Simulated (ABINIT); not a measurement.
# TiO2 (Anatase): G0W0 in ABINIT against the plane-wave cutoff, part 2 of 2

Wanted: the cheapest plane-wave cutoff that holds the gap of TiO2 (Anatase).

ABINIT 10.8.3; PBE and many-body steps on it, plane waves. Known limits of the many-body steps: not at the basis limit.

So far. Step 5 (Empty states on the mesh, 4×4×4 mesh, 69 bands): On this mesh the gap is 2.189 eV. Step 6 (Screening, 4×4×4 mesh, 63 bands, screening to 106.1 eV): Local fields lower ε∞ by 4 %.

## Step 8: Screening, 4×4×4 mesh, 63 bands, screening to 106.1 eV

This step: RPA screening on PBE, plane waves, norm-conserving pseudopotentials.

run.abi reads:

```
acell 3*1.0 Angstrom
rprim 
  -1.892100000000 1.892100000000 4.757300000000
  1.892100000000 -1.892100000000 4.757300000000
  1.892100000000 1.892100000000 -4.757300000000
ntypat 2
znucl 22 8
natom 6
typat 1 1 2 2 2 2
xred 
  0.000000000000 0.000000000000 -0.000000000000
  0.750000000000 0.250000000000 0.500000000000
  0.208100000000 0.208100000000 -0.000000000000
  0.958100000000 0.458100000000 0.500000000000
  0.541900000000 0.041900000000 0.500000000000
  0.791900000000 0.791900000000 -0.000000000000
pp_dirpath "pseudos"
pseudos "Ti.upf, O.upf"
ecut 30
ngkpt 4 4 4
nshiftk 1
shiftk 0 0 0
kptopt 1
chksymbreak 0
istwfk *1
occopt 1
irdwfk 1
optdriver 3
nband 63
ecuteps 3.9
inclvkb 2
awtr 1
symchi 1
indata_prefix "in"
outdata_prefix "out"
tmpdata_prefix "tmp"
```

Started as:

```bash
$ OMP_NUM_THREADS=1 mpirun -n 8 abinit run.abi > log
```

Numbers of over 12 decimals in the logs are rounded to 6 here.

Output:

```text
.Version 10.8.3 of ABINIT. v10.8.2 released Aug 2026.

 Symmetries : space group I4_1/a m d (#141); Bravais tI (body-center tetrag.)
[... echo of the input left out ...]
== DATASET  1 ==================================================================
-   mpi_nproc: 8, omp_nthreads: 1 (-1 if OMP is not activated)

--- !DatasetInfo
iteration_state: {dtset: 1, }
dimensions: {natom: 6, nkpt: 13, mband: 63, nsppol: 1, nspinor: 1, nspden: 1, mpw: 3646, }
cutoff_energies: {ecut:  30.0, pawecutdg:  -1.0, }
electrons: {nelect:   4.80000000E+01, charge:   0.00000000E+00, occopt:   1.00000000E+00, tsmear:   1.00000000E-02, }

 SCREENING: Calculation of the susceptibility and dielectric matrices

 Based on a program developped by R.W. Godby, V. Olevano, G. Onida, and L. Reining.
 Incorporated in ABINIT by V. Olevano, G.-M. Rignanese, and M. Torrent.
.Using double precision arithmetic ; gwpc =  8

[... cell and pseudopotentials left out ...]
--------------------------------------------------------------------------------

 ==== K-mesh for the wavefunctions ====
 Number of points in the irreducible wedge :    13
[... list of points left out ...]
 Together with 16 symmetry operations and time-reversal symmetry
 yields    64 points in the full Brillouin Zone.

 ==== Q-mesh for the screening function ====
 Number of points in the irreducible wedge :    13
[... list of points left out ...]
 Together with 16 symmetry operations and time-reversal symmetry
 yields    64 points in the full Brillouin Zone.

 setmesh: FFT mesh size selected  =    72x   72x   72
          total number of points  =       373248

 vcoul_init : cutoff-mode = AUXILIARY_FUNCTION
 q-points for optical limit:   1
     1)      0.000010    0.000020    0.000030

- screening: taking advantage of time-reversal symmetry
- Maximum band index for partially occupied states nbvw = 24
- Remaining bands to be divided among processors   nbcw = 39
- Number of bands treated by each node ~4

 Number of electrons calculated from density =   48.0000; Expected =   48.0000
 average of density, n =  0.104409
 r_s =    1.3174
 omega_plasma =   31.1690 [eV]

 calculating chi0 at frequencies [eV] :
  1    0.000000E+00    0.000000E+00
  2    0.000000E+00    3.116905E+01

--------------------------------------------------------------------------------
  q-point number  1        q = ( 0.000000, 0.000000, 0.000000) [r.l.u.]
--------------------------------------------------------------------------------
[... chi0 elements left out ...]
 For q-point:  0.000010 0.000020 0.000030
  dielectric constant =   6.6917
  dielectric constant without local fields =   6.9485

  Average fulfillment of the sum rule on Im[epsilon] for q-point    1 :     34.38  [%]
[... wings left out ...]
  q-point number  2        q = ( 0.250000, 0.000000, 0.000000) [r.l.u.]
--------------------------------------------------------------------------------
[... chi0 elements left out ...]
  Average fulfillment of the sum rule on Im[epsilon] for q-point    2 :     49.16  [%]

 [... 11 further q-points ...]
```

Run time: 6.8 min. Hardware: 8 MPI ranks of Arm Neoverse V1, shared host; peak memory 19 GiB; 54 min of CPU time.

Numbers from this step:

* ε∞ with local fields, on this mesh, along the program's q direction: 6.692
* the same without local fields: 6.949
* plasma frequency: 31.17 eV
* plane waves in the screening matrix: 171

## Step 9: 30 Ha

The self-energy is evaluated for the states that the input lists, and the levels follow from it, in one-shot runs by the linearised quasiparticle equation.

This step: G0W0 on PBE, plane waves, norm-conserving pseudopotentials.

Edit run.abi of step 8 so:

```diff
@@ -27,8 +27,19 @@
 irdwfk 1
-optdriver 3
+optdriver 4
 nband 63
+gwcalctyp 0
+ecutsigx 30
+symsigma 1
+nkptgw 3
+kptgw 
+  0.5000000000 0.5000000000 0.0000000000
+  0.0000000000 0.0000000000 0.0000000000
+  -0.2500000000 -0.2500000000 0.2500000000
+bdgw 
+  23 26
+  23 26
+  23 26
 ecuteps 3.9
-inclvkb 2
-awtr 1
-symchi 1
+irdscr 1
+ppmodel 1
 indata_prefix "in"
```

Output:

```text
.Version 10.8.3 of ABINIT. v10.8.2 released Aug 2026.

 Symmetries : space group I4_1/a m d (#141); Bravais tI (body-center tetrag.)
[... echo of the input left out ...]
== DATASET  1 ==================================================================
-   mpi_nproc: 8, omp_nthreads: 1 (-1 if OMP is not activated)

--- !DatasetInfo
iteration_state: {dtset: 1, }
dimensions: {natom: 6, nkpt: 13, mband: 63, nsppol: 1, nspinor: 1, nspden: 1, mpw: 3646, }
cutoff_energies: {ecut:  30.0, pawecutdg:  -1.0, }
electrons: {nelect:   4.80000000E+01, charge:   0.00000000E+00, occopt:   1.00000000E+00, tsmear:   1.00000000E-02, }

 SIGMA: Calculation of the GW corrections

 Based on a program developped by R.W. Godby, V. Olevano, G. Onida, and L. Reining.
 Incorporated in ABINIT by V. Olevano, G.-M. Rignanese, and M. Torrent.
.Using double precision arithmetic ; gwpc =  8

[... cell and pseudopotentials left out ...]
--------------------------------------------------------------------------------

 ==== K-mesh for the wavefunctions ====
 Number of points in the irreducible wedge :    13
[... list of points left out ...]
 Together with 16 symmetry operations and time-reversal symmetry
 yields    64 points in the full Brillouin Zone.

 ==== Q-mesh for screening function ====
 Number of points in the irreducible wedge :    13
[... list of points left out ...]
 Together with 16 symmetry operations and time-reversal symmetry
 yields    64 points in the full Brillouin Zone.

 vcoul_init : cutoff-mode = AUXILIARY_FUNCTION
 q-points for optical limit:   1
     1)      0.000010    0.000020    0.000030
 setmesh: FFT mesh size selected  =    72x   72x   72
          total number of points  =       373248

 Number of electrons calculated from density =   48.0000; Expected =   48.0000
[...]
number of plane-waves for wavefunctions          3599
 number of bands                                    63
 number of q-points in IBZ                          13
 number of frequencies                               2
 number of real frequencies                          1
 number of imag frequencies                          1

 matrix elements of self-energy operator (all in [eV])

 Perturbative Calculation

--- !SelfEnergy_ee
iteration_state: {dtset: 1, }
kpoint     : [   0.500,    0.500,    0.000, ]
spin       : 1
KS_gap     :    3.452
QP_gap     :    5.264
Delta_QP_KS:    1.812
data: !SigmaeeData |
     Band     E0 <VxcDFT>   SigX SigC(E0)      Z dSigC/dE  Sig(E)    E-E0       E
       23   4.099 -20.075 -24.784   5.283   0.761  -0.314 -19.639   0.437   4.536
       24   4.099 -20.075 -24.784   5.283   0.761  -0.314 -19.639   0.437   4.536
       25   7.551 -20.962 -12.411  -5.613   0.766  -0.306 -18.713   2.249   9.800
[...]
--- !SelfEnergy_ee
iteration_state: {dtset: 1, }
kpoint     : [   0.000,    0.000,    0.000, ]
spin       : 1
KS_gap     :    2.627
QP_gap     :    4.273
Delta_QP_KS:    1.646
data: !SigmaeeData |
     Band     E0 <VxcDFT>   SigX SigC(E0)      Z dSigC/dE  Sig(E)    E-E0       E
[...]
--- !SelfEnergy_ee
iteration_state: {dtset: 1, }
kpoint     : [  -0.250,   -0.250,    0.250, ]
spin       : 1
KS_gap     :    2.505
QP_gap     :    4.088
Delta_QP_KS:    1.583
data: !SigmaeeData |
     Band     E0 <VxcDFT>   SigX SigC(E0)      Z dSigC/dE  Sig(E)    E-E0       E
[...]
25   6.404 -19.446 -11.791  -5.071   0.780  -0.282 -17.430   2.016   8.420
       26   6.938 -20.264 -11.987  -5.497   0.772  -0.296 -18.119   2.145   9.083

== END DATASET(S) ==============================================================
================================================================================

 -outvars: echo values of variables after computation  --------
           etotal      0.0000000000E+00
            nband          63
             nkpt          13
          spgroup         141
 [... the other variables as echoed above ...]

 Calculation completed.
```

It took 19 s on 8 MPI ranks; peak memory 7.1 GiB; 2.6 min of CPU time.

This step gave:

- G0W0 gap on the points computed: 3.753 eV
- starting gap on the mesh: 2.198 eV
- k of the valence top: 0.5, 0.5, 0
- k of the conduction bottom: 0, 0, 0
- Z at the valence top: 0.761
- Z at the conduction bottom: 0.782
- least direct G0W0 gap on the computed points: 4.088 eV

The gap on the mesh goes from 2.20 eV to 3.75 eV, a correction of +1.55 eV.

## Step 10: Screening, 4×4×4 mesh, 63 bands, screening to 106.1 eV

This step: RPA screening on PBE, plane waves, norm-conserving pseudopotentials.

Edit run.abi of step 9 so:

```diff
@@ -18,3 +18,3 @@
 pseudos "Ti.upf, O.upf"
-ecut 30
+ecut 38
 ngkpt 4 4 4
@@ -27,19 +27,8 @@
 irdwfk 1
-optdriver 4
+optdriver 3
 nband 63
-gwcalctyp 0
-ecutsigx 30
-symsigma 1
-nkptgw 3
-kptgw 
-  0.5000000000 0.5000000000 0.0000000000
-  0.0000000000 0.0000000000 0.0000000000
-  -0.2500000000 -0.2500000000 0.2500000000
-bdgw 
-  23 26
-  23 26
-  23 26
 ecuteps 3.9
-irdscr 1
-ppmodel 1
+inclvkb 2
+awtr 1
+symchi 1
 indata_prefix "in"
```

Output:

```text
.Version 10.8.3 of ABINIT. v10.8.2 released Aug 2026.

 Symmetries : space group I4_1/a m d (#141); Bravais tI (body-center tetrag.)
[... echo of the input left out ...]
== DATASET  1 ==================================================================
-   mpi_nproc: 8, omp_nthreads: 1 (-1 if OMP is not activated)

--- !DatasetInfo
iteration_state: {dtset: 1, }
dimensions: {natom: 6, nkpt: 13, mband: 63, nsppol: 1, nspinor: 1, nspden: 1, mpw: 5174, }
cutoff_energies: {ecut:  38.0, pawecutdg:  -1.0, }
[...]
--------------------------------------------------------------------------------
[... chi0 elements left out ...]
 For q-point:  0.000010 0.000020 0.000030
  dielectric constant =   6.7257
  dielectric constant without local fields =   6.9828

  Average fulfillment of the sum rule on Im[epsilon] for q-point    1 :     34.30  [%]
[... wings left out ...]
  q-point number  2        q = ( 0.250000, 0.000000, 0.000000) [r.l.u.]
--------------------------------------------------------------------------------
[... chi0 elements left out ...]
  Average fulfillment of the sum rule on Im[epsilon] for q-point    2 :     49.05  [%]

 [... 11 further q-points ...]
```

The job ended after 7.1 min (8 MPI ranks; peak memory 19 GiB; 56 min of CPU time).

This step gave:

- ε∞ with local fields, on this mesh, along the program's q direction: 6.726
- the same without local fields: 6.983
- plasma frequency: 31.17 eV
- plane waves in the screening matrix: 171

## Step 11: 38 Ha

This step: G0W0 on PBE, plane waves, norm-conserving pseudopotentials.

Edit run.abi of step 10 so:

```diff
@@ -27,8 +27,19 @@
 irdwfk 1
-optdriver 3
+optdriver 4
 nband 63
+gwcalctyp 0
+ecutsigx 38
+symsigma 1
+nkptgw 3
+kptgw 
+  0.5000000000 0.5000000000 0.0000000000
+  0.0000000000 0.0000000000 0.0000000000
+  -0.2500000000 -0.2500000000 0.2500000000
+bdgw 
+  23 26
+  23 26
+  23 26
 ecuteps 3.9
-inclvkb 2
-awtr 1
-symchi 1
+irdscr 1
+ppmodel 1
 indata_prefix "in"
```

Output:

```text
.Version 10.8.3 of ABINIT. v10.8.2 released Aug 2026.

 Symmetries : space group I4_1/a m d (#141); Bravais tI (body-center tetrag.)
[... echo of the input left out ...]
== DATASET  1 ==================================================================
-   mpi_nproc: 8, omp_nthreads: 1 (-1 if OMP is not activated)

--- !DatasetInfo
iteration_state: {dtset: 1, }
dimensions: {natom: 6, nkpt: 13, mband: 63, nsppol: 1, nspinor: 1, nspden: 1, mpw: 5174, }
cutoff_energies: {ecut:  38.0, pawecutdg:  -1.0, }
[...]
Band     E0 <VxcDFT>   SigX SigC(E0)      Z dSigC/dE  Sig(E)    E-E0       E
[...]
25   6.385 -19.488 -11.831  -5.090   0.779  -0.283 -17.489   2.000   8.384
       26   6.912 -20.310 -12.031  -5.518   0.771  -0.297 -18.181   2.129   9.040

== END DATASET(S) ==============================================================
================================================================================

 -outvars: echo values of variables after computation  --------
           etotal      0.0000000000E+00
            nband          63
             nkpt          13
          spgroup         141
 [... the other variables as echoed above ...]

 Calculation completed.
```

The job ended after 18 s (8 MPI ranks; peak memory 7.2 GiB; 2.3 min of CPU time).

Numbers from this step:

```
G0W0 gap on the points computed              : 3.728 eV
starting gap on the mesh                     : 2.189 eV
k of the valence top                         : 0.5, 0.5, 0
k of the conduction bottom                   : 0, 0, 0
least direct G0W0 gap on the computed points : 4.059 eV
```

Against the run before, the gap moves by −0.025 eV.

## Step 12: Screening, 4×4×4 mesh, 63 bands, screening to 106.1 eV

This step: RPA screening on PBE, plane waves, norm-conserving pseudopotentials.

Edit run.abi of step 11 so:

```diff
@@ -18,3 +18,3 @@
 pseudos "Ti.upf, O.upf"
-ecut 38
+ecut 48
 ngkpt 4 4 4
@@ -27,19 +27,8 @@
 irdwfk 1
-optdriver 4
+optdriver 3
 nband 63
-gwcalctyp 0
-ecutsigx 38
-symsigma 1
-nkptgw 3
-kptgw 
-  0.5000000000 0.5000000000 0.0000000000
-  0.0000000000 0.0000000000 0.0000000000
-  -0.2500000000 -0.2500000000 0.2500000000
-bdgw 
-  23 26
-  23 26
-  23 26
 ecuteps 3.9
-irdscr 1
-ppmodel 1
+inclvkb 2
+awtr 1
+symchi 1
 indata_prefix "in"
```

Output:

```text
.Version 10.8.3 of ABINIT. v10.8.2 released Aug 2026.

 Symmetries : space group I4_1/a m d (#141); Bravais tI (body-center tetrag.)
[... echo of the input left out ...]
== DATASET  1 ==================================================================
-   mpi_nproc: 8, omp_nthreads: 1 (-1 if OMP is not activated)

--- !DatasetInfo
iteration_state: {dtset: 1, }
dimensions: {natom: 6, nkpt: 13, mband: 63, nsppol: 1, nspinor: 1, nspden: 1, mpw: 7328, }
cutoff_energies: {ecut:  48.0, pawecutdg:  -1.0, }
[...]
--------------------------------------------------------------------------------
[... chi0 elements left out ...]
 For q-point:  0.000010 0.000020 0.000030
  dielectric constant =   6.7264
  dielectric constant without local fields =   6.9835

  Average fulfillment of the sum rule on Im[epsilon] for q-point    1 :     34.30  [%]
[... wings left out ...]
  q-point number  2        q = ( 0.250000, 0.000000, 0.000000) [r.l.u.]
--------------------------------------------------------------------------------
[... chi0 elements left out ...]
  Average fulfillment of the sum rule on Im[epsilon] for q-point    2 :     49.03  [%]

 [... 11 further q-points ...]
```

Elapsed: 7.1 min, on 8 MPI ranks; peak memory 19 GiB.

Numbers from this step:

```yaml
eps_infinity_with_local_fields_on_this_mesh_along_the_program_s_q_direction: 6.726
the_same_without_local_fields: 6.984
plasma_frequency: 31.17 eV
plane_waves_in_the_screening_matrix: 171
```

## Step 13: 48 Ha

This step: G0W0 on PBE, plane waves, norm-conserving pseudopotentials.

Edit run.abi of step 12 so:

```diff
@@ -27,8 +27,19 @@
 irdwfk 1
-optdriver 3
+optdriver 4
 nband 63
+gwcalctyp 0
+ecutsigx 48
+symsigma 1
+nkptgw 3
+kptgw 
+  0.5000000000 0.5000000000 0.0000000000
+  0.0000000000 0.0000000000 0.0000000000
+  -0.2500000000 -0.2500000000 0.2500000000
+bdgw 
+  23 26
+  23 26
+  23 26
 ecuteps 3.9
-inclvkb 2
-awtr 1
-symchi 1
+irdscr 1
+ppmodel 1
 indata_prefix "in"
```

Output:

```text
.Version 10.8.3 of ABINIT. v10.8.2 released Aug 2026.

 Symmetries : space group I4_1/a m d (#141); Bravais tI (body-center tetrag.)
[... echo of the input left out ...]
== DATASET  1 ==================================================================
-   mpi_nproc: 8, omp_nthreads: 1 (-1 if OMP is not activated)

--- !DatasetInfo
iteration_state: {dtset: 1, }
dimensions: {natom: 6, nkpt: 13, mband: 63, nsppol: 1, nspinor: 1, nspden: 1, mpw: 7328, }
cutoff_energies: {ecut:  48.0, pawecutdg:  -1.0, }
[...]
Band     E0 <VxcDFT>   SigX SigC(E0)      Z dSigC/dE  Sig(E)    E-E0       E
[...]
25   6.384 -19.489 -11.835  -5.091   0.779  -0.283 -17.492   1.996   8.381
       26   6.911 -20.310 -12.035  -5.519   0.771  -0.297 -18.186   2.125   9.036

== END DATASET(S) ==============================================================
================================================================================

 -outvars: echo values of variables after computation  --------
           etotal      0.0000000000E+00
            nband          63
             nkpt          13
          spgroup         141
 [... the other variables as echoed above ...]

 Calculation completed.
```

Elapsed: 21 s, on 8 MPI ranks; peak memory 7.3 GiB; 2.8 min of CPU time.

Numbers from this step:

| Property | Result |
| --- | --- |
| G0W0 gap on the points computed | 3.725 eV |
| starting gap on the mesh | 2.189 eV |
| k of the valence top | 0.5, 0.5, 0 |
| k of the conduction bottom | 0, 0, 0 |
| least direct G0W0 gap on the computed points | 4.057 eV |

Against the run before, the gap moves by −0.003 eV.

## Step 14: The runs together

Times are wall times on 8 MPI ranks of Arm Neoverse V1, shared host, good to a factor of about two. A run's time includes the screening step that it read.

```tsv
run	mesh	bands	screening cutoff (eV)	DFT gap (eV)	gap on the mesh (eV)	direct (eV)	ε∞ used	time
23 Ha	4×4×4	63	106.1	2.375	3.995	4.330	6.34	6.6 min
30 Ha	4×4×4	63	106.1	2.198	3.753	4.088	6.69	7.1 min
38 Ha	4×4×4	63	106.1	2.189	3.728	4.059	6.73	7.4 min
48 Ha	4×4×4	63	106.1	2.189	3.725	4.057	6.73	7.5 min
```

## Step 15: Outcome

* 23 Ha: 3.995 eV
* 30 Ha: 3.753 eV
* 38 Ha: 3.728 eV
* 48 Ha: 3.725 eV
* known limits: not at the basis limit

The setting moved: plane-wave cutoff. From 23 Ha to 48 Ha the gap moves by −0.27 eV. It holds to 0.03 eV from 30 Ha on. Bands and screening cutoff are coupled, so a series along one setting does not show full convergence. Bands and cutoff are finite, so the gap is not at the basis limit. The miss can reach some tenths of an eV and take either sign; the mesh is an error of its own. In the first G0W0 run levels were corrected at 3 k points alone, so a gap called «on the mesh» is the least over those, and an edge elsewhere would be missed.

[Paths, hosts, dates, memory and timing lines, banners, echoed tables and standing remarks are left out of the program output.]

[Logs are printed without paths, hosts, clocks, repeated set-up lines and the standing remarks that a program may print on its own settings, such as how far it seeks lower states.]

[Runs of the session that timed out or met a known fault of the program may be left out.]

[No measured gap is set beside runs whose start may be inverted or whose files or cutoffs have a known fault.]

[Hosts, paths, dates, database ids (printed as entryN), source tags and the programs' standing remarks are cut or masked in the printed files.]

[G0W0 gaps are taken among the corrected bands and points alone; a level outside them can change the order at an edge.]

[Where Ansatz stands beside ABINIT at settings called matched, ABINIT's density can come from a denser mesh and the files from another edition; pairs whose starting gaps differed by over 0.03 eV were left out, so agreement reads better than it is.]
